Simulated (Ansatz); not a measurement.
G0W0 rungs for Li3SI (antiperovskite) (Pm-3m).

The structure was built from a prototype and need not be the compound's stable phase.

The structure is cubic, space group Pm-3m (No. 221). Conventional cell: a = 4.737 Å, b = 4.737 Å, c = 4.737 Å, α = 90.00°, β = 90.00°, γ = 90.00°. I has 12 Li at 3.35 Å nearest. Nearest to S lie 6 Li at 2.37 Å. Nearest to Li lie 2 S at 2.37 Å and 4 I at 3.35 Å and 8 Li at 3.35 Å. It derives from I1Li3S1. Farther neighbours and most contacts between anions are not listed.

```cif
data_structure
_symmetry_space_group_name_H-M 'P 1'
_symmetry_Int_Tables_number 1
_cell_length_a 4.7368
_cell_length_b 4.7368
_cell_length_c 4.7368
_cell_angle_alpha 90.000
_cell_angle_beta 90.000
_cell_angle_gamma 90.000
_cell_volume 106.28
loop_
_atom_site_label
_atom_site_type_symbol
_atom_site_fract_x
_atom_site_fract_y
_atom_site_fract_z
_atom_site_occupancy
I1 I 0.00000 0.00000 0.00000 1
S2 S 0.50000 0.50000 0.50000 1
Li3 Li 0.50000 0.50000 0.00000 1
Li4 Li 0.50000 0.00000 0.50000 1
Li5 Li 0.00000 0.50000 0.50000 1
```

The structure was relaxed with PBE. The structure type comes from a generator and need not be one that this composition takes. The runs that relaxed it are not among those shown. Spin-orbit coupling is left out unless a run names it. PAW set soft_2, made with PBE.

Runs so far (Ansatz 0.2.0, start PBE, default PAW files, 4×4×4 mesh). Times are wall times on 4 threads of Arm Neoverse V2, shared host, good to a factor of about two.

| bands summed | cutoff (eV) | gap on the mesh (eV) | time |
| --- | --- | --- | --- |
| 68 | 36 | 4.713 | 5.3 s |
| 163 | 72 | 4.885 | 12 s |

**Question.** What should the next rung give, with 333 bands and screening to 120 eV, and where is the limit?

The error falls about as one over the bands when the cutoff rises with them. A line through the two highest rungs given predicts 4.948 eV; the run gave 5.046 eV, a miss of 0.097 eV, so the law fails here: the steps don't follow it yet. The two highest rungs put the limit near 5.199 eV, the pair below near 5.009 eV; neither can be trusted until a further rung is run.

Gaps are over the mesh's points; an edge off the mesh would be missed. Limits: not at the basis limit; no spin-orbit coupling.

[Paths, hosts, dates, memory and timing lines, banners, echoed tables and standing remarks are left out of the program output.]

[Logs are printed without paths, hosts, clocks, repeated set-up lines and the standing remarks that a program may print on its own settings, such as how far it seeks lower states.]

[Runs of the session that timed out or met a known fault of the program may be left out.]

[Cells called generated may have been cut or substituted from an entry of the Crystallography Open Database or the Materials Project.]

[Hosts, paths, dates, database ids (printed as entryN), source tags and the programs' standing remarks are cut or masked in the printed files.]
